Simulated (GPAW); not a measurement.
# Ballistic transport through a Fe chain with a Ni atom bridging one bond, from relaxation to T(E)

Aim: the conductance of a Fe chain with a Ni atom bridging one bond after relaxation, and whether geometry, basis or functional moves it most.

Method: GPAW LCAO, PAW setups; relaxation of the junction within the symmetry of its start, lead ends held, in the first sound run; inputs show where later runs differ, in GPAW 26.7.0.

## (1) Starting point

The cell holds 13 atoms: 12 Fe and 1 Ni. Cell: a = 9.000 Å, b = 9.000 Å, c = 27.320 Å, α = 90.0°, β = 90.0°, γ = 90.0°. Regions: left lead, 6 atoms (6 Fe); channel, 1 atom (1 Ni); right lead, 6 atoms (6 Fe). Vacuum lies along a and b. The structure is stacked along c, and the current runs across the ab planes.

## (2) Relaxing the atoms

Transmission follows bond lengths closely, so the atoms between the held lead ends are relaxed first, within whatever symmetry the start has.

The input, run.py:

```python
import json
from ase import Atoms
from ase.constraints import FixAtoms
from ase.optimize import BFGS
from gpaw import GPAW, FermiDirac

device = Atoms(
    ['Fe', 'Fe', 'Fe', 'Fe', 'Fe', 'Fe', 'Ni', 'Fe', 'Fe', 'Fe', 'Fe', 'Fe', 'Fe'],
    positions=[
        [4.50000, 4.50000, 1.13000],
        [4.50000, 4.50000, 3.39000],
        [4.50000, 4.50000, 5.65000],
        [4.50000, 4.50000, 7.91000],
        [4.50000, 4.50000, 10.17000],
        [4.50000, 4.50000, 12.43000],
        [6.32741, 4.50000, 13.66000],
        [4.50000, 4.50000, 14.89000],
        [4.50000, 4.50000, 17.15000],
        [4.50000, 4.50000, 19.41000],
        [4.50000, 4.50000, 21.67000],
        [4.50000, 4.50000, 23.93000],
        [4.50000, 4.50000, 26.19000]],
    cell=[[9.0, 0.0, 0.0], [0.0, 9.0, 0.0], [0.0, 0.0, 27.32]],
    pbc=True,
    magmoms=[3.0, 3.0, 3.0, 3.0, 3.0, 3.0, 1.0, 3.0, 3.0, 3.0, 3.0, 3.0, 3.0])

device.set_constraint(FixAtoms([0, 1, 2, 3, 4, 8, 9, 10, 11, 12]))
device.calc = GPAW(mode='lcao', basis='dzp', xc='PBE', h=0.18,
                   kpts={'size': (1, 1, 3), 'gamma': True},
                   symmetry={'tolerance': 1e-3, 'extra_ids': [1, 1, 1, 1, 1, 0, 0, 0, 1, 1, 1, 1, 1]},
                   occupations=FermiDirac(0.1), maxiter=250,
                   mixer=dict(beta=0.05, nmaxold=8, weight=100.0),
                   convergence=dict(density=0.0001), txt='relax.txt')
path = []
opt = BFGS(device, maxstep=0.15)
opt.attach(lambda: path.append((device.get_potential_energy(), device.positions.tolist(), device.get_forces().tolist())))
relaxed = bool(opt.run(fmax=0.05, steps=50))
json.dump(dict(relaxed=relaxed, path=path, positions=device.positions.tolist(), moments=device.get_magnetic_moments().tolist(),
               forces=device.get_forces(apply_constraint=False).tolist()), open('result.json', 'w'))
```

On the command line:

```
OMP_NUM_THREADS=1 OPENBLAS_NUM_THREADS=1 python run.py
```

The log of the run:

```text
Step          Energy          fmax
BFGS:    0      -62.786611        0.397425
BFGS:    1      -62.790886        0.318306
BFGS:    2      -62.798801        0.171374
BFGS:    3      -62.800060        0.154601
BFGS:    4      -62.802166        0.075994
BFGS:    5      -62.802406        0.053071
BFGS:    6      -62.802562        0.081854
BFGS:    7      -62.802932        0.188688
BFGS:    8      -62.803495        0.181236
BFGS:    9      -62.813618        0.215643
BFGS:   10      -62.847431        0.173528
BFGS:   11      -62.885140        0.208418
BFGS:   12      -62.921280        0.300876
BFGS:   13      -62.954991        0.386589
BFGS:   14      -62.983497        0.415599
BFGS:   15      -63.004128        0.393641
BFGS:   16      -63.011528        0.328696
BFGS:   17      -63.011539        0.295098
BFGS:   18      -63.011988        0.288561
BFGS:   19      -63.012512        0.300882
BFGS:   20      -63.012990        0.290873
BFGS:   21      -63.018699        0.216458
BFGS:   22      -63.027118        0.200352
BFGS:   23      -63.032746        0.153413
BFGS:   24      -63.035424        0.057756
BFGS:   25      -63.036014        0.019482
```

Elapsed: 69 min, on 1 thread of Arm Neoverse N1, shared host; peak memory 1.5 GiB.

Step by step (22 of 26):

| step | energy less that of the first step (eV) | largest force (eV/Å) |
| --- | --- | --- |
| 1 | 0.0000 | 0.3974 |
| 2 | -0.0038 | 0.3183 |
| 3 | -0.0104 | 0.1714 |
| 5 | -0.0129 | 0.0760 |
| 6 | -0.0129 | 0.0531 |
| 7 | -0.0130 | 0.0819 |
| 8 | -0.0130 | 0.1887 |
| 9 | -0.0135 | 0.1812 |
| 11 | -0.0497 | 0.1735 |
| 12 | -0.0862 | 0.2084 |
| 13 | -0.1222 | 0.3009 |
| 14 | -0.1559 | 0.3866 |
| 15 | -0.1843 | 0.4156 |
| 16 | -0.2043 | 0.3936 |
| 18 | -0.2117 | 0.2951 |
| 19 | -0.2119 | 0.2886 |
| 20 | -0.2120 | 0.3009 |
| 21 | -0.2123 | 0.2909 |
| 22 | -0.2168 | 0.2165 |
| 24 | -0.2272 | 0.1534 |
| 25 | -0.2288 | 0.0578 |
| 26 | -0.2296 | 0.0195 |

The atoms that moved most (Å):

| atom | dx | dy | dz | length |
| --- | --- | --- | --- | --- |
| Ni7 | -1.067 | 0.000 | 0.000 | 1.067 |
| Fe6 | -1.000 | 0.000 | -0.066 | 1.003 |
| Fe8 | -1.000 | 0.000 | 0.066 | 1.003 |

This step gave:

```
sum of the site moments : 38.26 μB
```

Site moment by atom:

| atom | site moment (μB) |
| --- | --- |
| Fe1 | 3.09 |
| Fe2 | 3.10 |
| Fe3 | 3.10 |
| Fe4 | 3.08 |
| Fe5 | 3.07 |
| Fe6 | 3.07 |
| Ni7 | 1.24 |
| Fe8 | 3.07 |
| Fe9 | 3.07 |
| Fe10 | 3.08 |
| Fe11 | 3.10 |
| Fe12 | 3.10 |
| Fe13 | 3.09 |

The relaxation lowered the energy of the cell by 0.230 eV (energies extrapolated to zero smearing; the optimiser's log prints free energies). The largest force left on a free atom is 0.019 eV/Å.

## (3) GPAW, dzp

The script solves lead and junction separately, takes H and S in the orbital basis, and joins semi-infinite leads through their self-energies; the dzp basis is the working standard.

This step: GPAW LCAO, PAW setups; Landauer transmission from Green's functions with principal layers (ASE), zero bias (GPAW 26.7.0).

The input, run.py:

```python
import json
import numpy as np
from ase import Atoms
from ase.transport.calculators import TransportCalculator
from gpaw import GPAW, FermiDirac
from gpaw.lcao.tools import get_lcao_hamiltonian
from scipy.linalg import eigh

# The junction with lead layers at both ends, along the third cell vector
device = Atoms(
    ['Fe', 'Fe', 'Fe', 'Fe', 'Fe', 'Fe', 'Ni', 'Fe', 'Fe', 'Fe', 'Fe', 'Fe', 'Fe'],
    positions=[
        [4.50000, 4.50000, 1.13000],
        [4.50000, 4.50000, 3.39000],
        [4.50000, 4.50000, 5.65000],
        [4.50000, 4.50000, 7.91000],
        [4.50000, 4.50000, 10.17000],
        [3.49961, 4.50000, 12.36371],
        [5.25998, 4.50000, 13.66000],
        [3.49961, 4.50000, 14.95629],
        [4.50000, 4.50000, 17.15000],
        [4.50000, 4.50000, 19.41000],
        [4.50000, 4.50000, 21.67000],
        [4.50000, 4.50000, 23.93000],
        [4.50000, 4.50000, 26.19000]],
    cell=[[9.0, 0.0, 0.0], [0.0, 9.0, 0.0], [0.0, 0.0, 27.32]],
    pbc=True,
    magmoms=[3.0, 3.0, 3.0, 3.0, 3.0, 3.0, 1.0, 3.0, 3.0, 3.0, 3.0, 3.0, 3.0])

# One principal layer of the lead: the first 3 atoms of the device
lead = Atoms(
    ['Fe', 'Fe', 'Fe'],
    positions=[
        [4.50000, 4.50000, 1.13000],
        [4.50000, 4.50000, 3.39000],
        [4.50000, 4.50000, 5.65000]],
    cell=[[9.0, 0.0, 0.0], [0.0, 9.0, 0.0], [0.0, 0.0, 6.78]],
    pbc=True,
    magmoms=[3.0, 3.0, 3.0])

settings = dict(mode='lcao', basis='dzp', xc='PBE', h=0.18,
                occupations=FermiDirac(0.1), maxiter=250,
                mixer=dict(beta=0.05, nmaxold=8, weight=100.0),
                convergence=dict(density=0.0001))
energies = np.arange(-2, 2 + 1e-9, 0.025)
eta = 0.0001
n1, n2 = 1, 1
# k and -k transmit alike, so half of the mesh across the current serves
mesh = [(i, j) for i in range(n1) for j in range(n2) if (i, j) <= (-i % n1, -j % n2)]
weights = np.array([1 if (i, j) == (-i % n1, -j % n2) else 2 for i, j in mesh]) / (n1 * n2)

# [... helper functions left out ...]
fermi_lead = ground_state(lead, (1, 1, 17), 'lead.txt')
fermi_device = ground_state(device, (1, 1, 3), 'device.txt')
# [... loop over the mesh left out, but for ...]
        # Shift the lead onto the potential of the device's first layer
        shift = ((H[:, 0, 0] - H0[:, 0, 0]) / S0[0, 0]).real.mean()
# [...]
kT = 8.617333e-5 * 300
bias = [0.1, 0.2, 0.5, 1.0, 1.5, 2.0]
# [... integrals and printing left out ...]
```

The log of the run:

```text
basis functions: device 207, principal layer 45
Fermi level: lead -1.7343 eV, device -1.7660 eV; lead shifted by 0.0065 eV
largest coupling past the next layer 5.77e-05 eV, largest misfit of the first layer 0.126 eV
  E-E_F (eV)   T up        T down      [channel counts left out]
    -2.000    1.8762e+00  9.4206e-01
    -1.975    1.8121e+00  9.9233e-01
    -1.950    1.7548e+00  9.9013e-01
    -1.925    1.7175e+00  9.7469e-01
    -1.900    1.7599e+00  9.7335e-01
    -1.875    1.9866e+00  9.8574e-01
    -1.850    9.3061e-01  9.9659e-01
    -1.825    9.1530e-01  9.8792e-01
    -1.800    9.0646e-01  9.4639e-01
    -1.775    9.3206e-01  8.6659e-01
    -1.750    9.9381e-01  7.5107e-01
    -1.725    1.0697e+00  6.0872e-01
    -1.700    1.1425e+00  4.5303e-01
    -1.675    1.2044e+00  3.0038e-01
    -1.650    1.2499e+00  1.6776e-01
    -1.625    1.2526e+00  6.9461e-02
[...]
1.825    7.9010e-01  1.0445e+00
     1.850    7.7542e-01  1.0157e+00
     1.875    7.5859e-01  9.7659e-01
     1.900    7.3914e-01  9.2151e-01
     1.925    7.1647e-01  9.5175e-01
     1.950    6.8986e-01  9.8138e-01
     1.975    6.5834e-01  9.9371e-01
     2.000    6.2074e-01  9.9836e-01
conductance at 300 K: 1.5995 G0 a cell; thermopower 1.093 uV/K
current from the zero-bias T(E) at 0.1 V: 12.311 uA
current from the zero-bias T(E) at 0.2 V: 24.164 uA
current from the zero-bias T(E) at 0.5 V: 59.64 uA
current from the zero-bias T(E) at 1.0 V: 123.68 uA
current from the zero-bias T(E) at 1.5 V: 179.5 uA
current from the zero-bias T(E) at 2.0 V: 230.38 uA
```

Run time: 15 min. Hardware: 1 thread; peak memory 1.6 GiB.

This step gave:

| Quantity | Value |
| --- | --- |
| conductance | 1.600 G₀ |
| largest coupling past the next principal layer | 5.77e-5 eV |
| largest misfit of the first principal layer | 0.1261 eV |
| shift that aligns the lead | 0.006521 eV |
| basis functions of the junction | 207 |
| basis functions of a principal layer | 45 |
| transmission at the Fermi level, spin up | 0.9405 |
| transmission at the Fermi level, spin down | 2.033 |

Each spin. The transmission, zone mean by energy, zero at the Fermi level:

| energy (eV) | T, spin up | T, spin down |
| --- | --- | --- |
| -2.000 | 1.88 | 0.942 |
| -1.900 | 1.76 | 0.973 |
| -1.875 | 1.99 | 0.986 |
| -1.800 | 0.906 | 0.946 |
| -1.700 | 1.14 | 0.453 |
| -1.625 | 1.25 | 0.0695 |
| -1.600 | 1.02 | 0.0136 |
| -1.500 | 1.06 | 0.139 |
| -1.400 | 1.17 | 0.419 |
| -1.350 | 1.18 | 0.528 |
| -1.300 | 1.16 | 0.607 |
| -1.200 | 0.730 | 0.723 |
| -1.100 | 0.608 | 0.894 |
| -1.000 | 0.831 | 1.14 |
| -0.900 | 0.906 | 1.34 |
| -0.800 | 0.943 | 0.906 |
| -0.700 | 0.964 | 1.09 |
| -0.600 | 0.977 | 1.40 |
| -0.500 | 0.985 | 1.72 |
| -0.400 | 0.991 | 2.03 |
| -0.300 | 0.992 | 2.27 |
| -0.200 | 0.987 | 2.41 |
| -0.100 | 0.641 | 2.50 |
| 0.000 | 0.940 | 2.03 |
| 0.100 | 0.971 | 1.76 |
| 0.175 | 0.974 | 1.57 |
| 0.200 | 0.974 | 1.87 |
| 0.300 | 0.972 | 2.52 |
| 0.375 | 0.969 | 2.99 |
| 0.400 | 0.968 | 2.88 |
| 0.500 | 0.964 | 2.70 |
| 0.600 | 0.959 | 2.61 |
| 0.700 | 0.954 | 2.65 |
| 0.800 | 0.948 | 1.55 |
| 0.900 | 0.942 | 2.26 |
| 1.000 | 0.936 | 2.37 |
| 1.100 | 0.928 | 2.58 |
| 1.200 | 0.920 | 2.19 |
| 1.300 | 0.911 | 1.76 |
| 1.400 | 0.900 | 1.44 |
| 1.500 | 0.886 | 1.09 |
| 1.600 | 0.867 | 1.10 |
| 1.700 | 0.842 | 1.11 |
| 1.800 | 0.803 | 1.07 |
| 1.900 | 0.739 | 0.922 |
| 2.000 | 0.621 | 0.998 |

Not self-consistent under bias; the bias window is split evenly. The current through one cell, from the zero-bias transmission by bias:

| bias (V) | current through one cell, from the zero-bias transmission (μA) |
| --- | --- |
| 0.100 | 12.3 |
| 0.200 | 24.2 |
| 0.500 | 59.6 |
| 1.000 | 124 |
| 1.500 | 179 |
| 2.000 | 230 |

The transmission of the three most open eigenchannels by energy, zero at the Fermi level:

| energy (eV) | channel 1 up | channel 2 up | channel 3 up | channel 1 down | channel 2 down | channel 3 down |
| --- | --- | --- | --- | --- | --- | --- |
| -2.000 | 0.938 | 0.544 | 0.374 | 0.942 | 0 | 0 |
| -1.800 | 0.479 | 0.330 | 0.0975 | 0.946 | 0 | 0 |
| -1.600 | 0.807 | 0.134 | 0.0506 | 0.0136 | 0 | 0 |
| -1.400 | 0.904 | 0.194 | 0.0487 | 0.419 | 2.0e-12 | 0 |
| -1.200 | 0.710 | 0.0148 | 0.00506 | 0.665 | 0.0578 | 5.7e-4 |
| -1.000 | 0.831 | 1.3e-12 | 0 | 0.925 | 0.177 | 0.0376 |
| -0.800 | 0.943 | 0 | 0 | 0.380 | 0.276 | 0.137 |
| -0.600 | 0.977 | 0 | 0 | 0.603 | 0.439 | 0.278 |
| -0.400 | 0.991 | 0 | 0 | 0.756 | 0.667 | 0.554 |
| -0.200 | 0.987 | 0 | 0 | 0.920 | 0.777 | 0.662 |
| 0.000 | 0.940 | 0 | 0 | 0.822 | 0.768 | 0.419 |
| 0.200 | 0.974 | 0 | 0 | 0.755 | 0.755 | 0.181 |
| 0.400 | 0.968 | 0 | 0 | 0.772 | 0.757 | 0.665 |
| 0.600 | 0.959 | 0 | 0 | 0.891 | 0.732 | 0.614 |
| 0.800 | 0.948 | 0 | 0 | 0.893 | 0.446 | 0.167 |
| 1.000 | 0.936 | 0 | 0 | 0.882 | 0.660 | 0.498 |
| 1.200 | 0.920 | 0 | 0 | 0.815 | 0.705 | 0.352 |
| 1.400 | 0.900 | 0 | 0 | 0.749 | 0.311 | 0.246 |
| 1.600 | 0.867 | 0 | 0 | 0.854 | 0.184 | 0.0641 |
| 1.800 | 0.803 | 0 | 0 | 0.895 | 0.102 | 0.0691 |
| 2.000 | 0.621 | 0 | 0 | 0.998 | 8.4e-11 | 7.8e-11 |

Couplings past the next layer reach 5.8e-5 eV, small enough to drop; the matrix elements of the cell's first layer differ from the bulk lead's by up to 0.13 eV. That layer keeps its own values in the calculation, and only beyond it is the lead taken as perfect. The Fermi levels of lead and junction count from different zeros of potential, one for each periodic cell; with both set to zero, the small remaining shift is what aligns them. By hand: G = 1.600 × 77.48 μS = 124 μS, a resistance of 8.07 kΩ; at 0.1 V a linear junction would pass 12.4 μA, and the integral over the bias window gives 12.3 μA.

## (4) GPAW, szp: basis = "szp(dzp)"

The second zeta is dropped, the polarisation orbitals stay.

Changes to run.py since step 3:

```diff
@@ -40,3 +40,3 @@
 
-settings = dict(mode='lcao', basis='dzp', xc='PBE', h=0.18,
+settings = dict(mode='lcao', basis='szp(dzp)', xc='PBE', h=0.18,
                 occupations=FermiDirac(0.1), maxiter=250,
```

The log of the run:

```text
basis functions: device 123, principal layer 27
Fermi level: lead -0.0826 eV, device -0.4017 eV; lead shifted by 0.0163 eV
largest coupling past the next layer 5.85e-05 eV, largest misfit of the first layer 0.053 eV
  E-E_F (eV)   T up        T down      [channel counts left out]
    -2.000    1.2231e+00  8.7958e-01
    -1.975    1.1829e+00  7.9898e-01
    -1.950    1.1845e+00  7.0214e-01
    -1.925    1.7699e+00  5.9961e-01
    -1.900    8.0357e-01  5.0281e-01
    -1.875    7.8118e-01  4.2016e-01
    -1.850    7.3519e-01  3.5557e-01
    -1.825    6.9728e-01  3.0952e-01
    -1.800    6.8825e-01  2.8119e-01
    -1.775    7.2498e-01  2.7107e-01
    -1.750    8.1008e-01  2.8712e-01
    -1.725    9.2374e-01  3.9406e-01
    -1.700    1.0341e+00  1.7897e-02
    -1.675    1.1176e+00  1.1466e-01
    -1.650    1.1658e+00  1.6558e-01
    -1.625    1.1795e+00  1.9796e-01
[...]
1.825    2.5806e-01  1.5365e+00
     1.850    1.4232e-01  1.5328e+00
     1.875    3.8753e-02  1.5225e+00
     1.900    1.1839e-03  1.5050e+00
     1.925    8.4461e-02  1.4796e+00
     1.950    2.7376e-01  1.4452e+00
     1.975    4.8663e-01  1.3995e+00
     2.000    6.6003e-01  1.3365e+00
conductance at 300 K: 1.6841 G0 a cell; thermopower 1.228 uV/K
current from the zero-bias T(E) at 0.1 V: 13.023 uA
current from the zero-bias T(E) at 0.2 V: 25.862 uA
current from the zero-bias T(E) at 0.5 V: 61.552 uA
current from the zero-bias T(E) at 1.0 V: 119.57 uA
current from the zero-bias T(E) at 1.5 V: 178.11 uA
current from the zero-bias T(E) at 2.0 V: 223.09 uA
```

Elapsed: 6.1 min, on 1 thread; peak memory 1.6 GiB.

Numbers from this step:

| Property | Result |
| --- | --- |
| conductance | 1.684 G₀ |
| largest coupling past the next principal layer | 5.85e-5 eV |
| largest misfit of the first principal layer | 0.05276 eV |
| shift that aligns the lead | 0.01627 eV |
| basis functions of the junction | 123 |
| basis functions of a principal layer | 27 |
| transmission at the Fermi level, spin up | 0.9164 |
| transmission at the Fermi level, spin down | 2.467 |

Each spin. The transmission, zone mean by energy, zero at the Fermi level:

| energy (eV) | T, spin up | T, spin down |
| --- | --- | --- |
| -2.000 | 1.22 | 0.880 |
| -1.925 | 1.77 | 0.600 |
| -1.900 | 0.804 | 0.503 |
| -1.800 | 0.688 | 0.281 |
| -1.700 | 1.03 | 0.0179 |
| -1.625 | 1.18 | 0.198 |
| -1.600 | 1.16 | 0.227 |
| -1.500 | 0.508 | 0.345 |
| -1.400 | 0.842 | 0.472 |
| -1.300 | 0.992 | 0.587 |
| -1.200 | 0.853 | 0.679 |
| -1.100 | 0.550 | 0.743 |
| -1.000 | 0.818 | 0.892 |
| -0.900 | 0.927 | 1.04 |
| -0.800 | 0.969 | 1.26 |
| -0.700 | 0.984 | 1.49 |
| -0.650 | 0.986 | 1.69 |
| -0.600 | 0.984 | 1.44 |
| -0.500 | 0.901 | 1.26 |
| -0.400 | 0.521 | 1.76 |
| -0.300 | 0.878 | 2.14 |
| -0.200 | 0.912 | 2.36 |
| -0.100 | 0.917 | 2.45 |
| -0.075 | 0.918 | 2.46 |
| -0.025 | 0.917 | 2.47 |
| 0.000 | 0.916 | 2.47 |
| 0.100 | 0.913 | 2.36 |
| 0.200 | 0.908 | 1.61 |
| 0.300 | 0.903 | 2.19 |
| 0.400 | 0.898 | 2.94 |
| 0.425 | 0.896 | 2.97 |
| 0.500 | 0.892 | 2.70 |
| 0.600 | 0.886 | 2.82 |
| 0.700 | 0.880 | 2.94 |
| 0.800 | 0.874 | 1.65 |
| 0.900 | 0.866 | 1.89 |
| 1.000 | 0.858 | 1.65 |
| 1.100 | 0.849 | 1.41 |
| 1.200 | 0.837 | 1.33 |
| 1.300 | 0.822 | 1.48 |
| 1.400 | 0.800 | 1.54 |
| 1.500 | 0.768 | 1.27 |
| 1.600 | 0.714 | 1.39 |
| 1.700 | 0.609 | 1.48 |
| 1.800 | 0.361 | 1.53 |
| 1.900 | 0.00118 | 1.51 |
| 2.000 | 0.660 | 1.34 |

Not self-consistent under bias; the bias window is split evenly. Table of current through one cell, from the zero-bias transmission by bias:

| bias (V) | current through one cell, from the zero-bias transmission (μA) |
| --- | --- |
| 0.100 | 13.0 |
| 0.200 | 25.9 |
| 0.500 | 61.6 |
| 1.000 | 120 |
| 1.500 | 178 |
| 2.000 | 223 |

Transmission of the three most open eigenchannels against energy, zero at the Fermi level:

| energy (eV) | channel 1 up | channel 2 up | channel 3 up | channel 1 down | channel 2 down | channel 3 down |
| --- | --- | --- | --- | --- | --- | --- |
| -2.0000 | 0.799 | 0.253 | 0.165 | 0.880 | 0 | 0 |
| -1.7500 | 0.524 | 0.192 | 0.0828 | 0.287 | 0 | 0 |
| -1.5000 | 0.419 | 0.0737 | 0.0137 | 0.345 | 0 | 0 |
| -1.2500 | 0.945 | 0.0261 | 0.00310 | 0.636 | 0 | 0 |
| -1.0000 | 0.818 | 2.1e-11 | 1.2e-11 | 0.795 | 0.0956 | 0.00201 |
| -0.7500 | 0.979 | 0 | 0 | 0.979 | 0.388 | 0.00424 |
| -0.5000 | 0.901 | 0 | 0 | 0.763 | 0.259 | 0.160 |
| -0.2500 | 0.902 | 0 | 0 | 0.997 | 0.734 | 0.520 |
| 0.0000 | 0.916 | 0 | 0 | 0.998 | 0.754 | 0.696 |
| 0.2500 | 0.906 | 0 | 0 | 0.650 | 0.407 | 0.299 |
| 0.5000 | 0.892 | 0 | 0 | 0.798 | 0.579 | 0.563 |
| 0.7500 | 0.877 | 0 | 0 | 0.853 | 0.778 | 0.374 |
| 1.0000 | 0.858 | 0 | 0 | 0.909 | 0.723 | 0.0155 |
| 1.2500 | 0.830 | 0 | 0 | 0.876 | 0.418 | 0.0309 |
| 1.5000 | 0.768 | 0 | 0 | 0.793 | 0.419 | 0.0545 |
| 1.7500 | 0.513 | 0 | 0 | 0.953 | 0.531 | 0.0311 |
| 2.0000 | 0.660 | 0 | 0 | 0.999 | 0.319 | 0.0194 |

Site moment by atom:

| atom | site moment (μB) |
| --- | --- |
| Fe1 | 3.18 |
| Fe2 | 3.19 |
| Fe3 | 3.19 |
| Fe4 | 3.18 |
| Fe5 | 3.19 |
| Fe6 | 3.18 |
| Ni7 | 1.52 |
| Fe8 | 3.18 |
| Fe9 | 3.19 |
| Fe10 | 3.18 |
| Fe11 | 3.19 |
| Fe12 | 3.19 |
| Fe13 | 3.18 |

The conductance, 1.68 G₀, lies 5.3 % above that of the dzp run.

## (5) Minimal basis

One function for each valence shell of the setup, as for a first survey of a large system.

Changes to run.py since step 4:

```diff
@@ -40,3 +40,3 @@
 
-settings = dict(mode='lcao', basis='szp(dzp)', xc='PBE', h=0.18,
+settings = dict(mode='lcao', basis='sz(dzp)', xc='PBE', h=0.18,
                 occupations=FermiDirac(0.1), maxiter=250,
```

The log of the run:

```text
basis functions: device 84, principal layer 18
Fermi level: lead 0.2384 eV, device -0.1442 eV; lead shifted by 0.0461 eV
largest coupling past the next layer 5.86e-05 eV, largest misfit of the first layer 0.114 eV
  E-E_F (eV)   T up        T down      [channel counts left out]
    -2.000    1.2808e+00  8.5397e-01
    -1.975    1.2677e+00  8.0820e-01
    -1.950    1.1622e+00  7.5701e-01
[...]
1.975    6.9886e-01  9.8851e-01
     2.000    6.7979e-01  9.7975e-01
conductance at 300 K: 1.7039 G0 a cell; thermopower 3.579 uV/K
current from the zero-bias T(E) at 0.1 V: 13.155 uA
current from the zero-bias T(E) at 0.2 V: 26.009 uA
current from the zero-bias T(E) at 0.5 V: 61.815 uA
current from the zero-bias T(E) at 1.0 V: 119.8 uA
current from the zero-bias T(E) at 1.5 V: 179.22 uA
current from the zero-bias T(E) at 2.0 V: 223.73 uA
```

The job ended after 4.8 min (1 thread; peak memory 1.6 GiB).

This step gave:

```yaml
conductance: 1.704 G₀
largest_coupling_past_the_next_principal_layer: 5.86e-5 eV
largest_misfit_of_the_first_principal_layer: 0.1138 eV
shift_that_aligns_the_lead: 0.04612 eV
basis_functions_of_the_junction: 84
basis_functions_of_a_principal_layer: 18
transmission_at_the_fermi_level_spin_up: 0.9343
transmission_at_the_fermi_level_spin_down: 2.502
```

The conductance, 1.70 G₀, lies 6.5 % above that of the dzp run.

(Part 1 of 2 ends here.)

[Logs are printed without paths, hosts, clocks, repeated set-up lines and the standing remarks that a program may print on its own settings, such as how far it seeks lower states.]

[Hosts, paths, dates, database ids (printed as entryN), source tags and the programs' standing remarks are cut or masked in the printed files.]
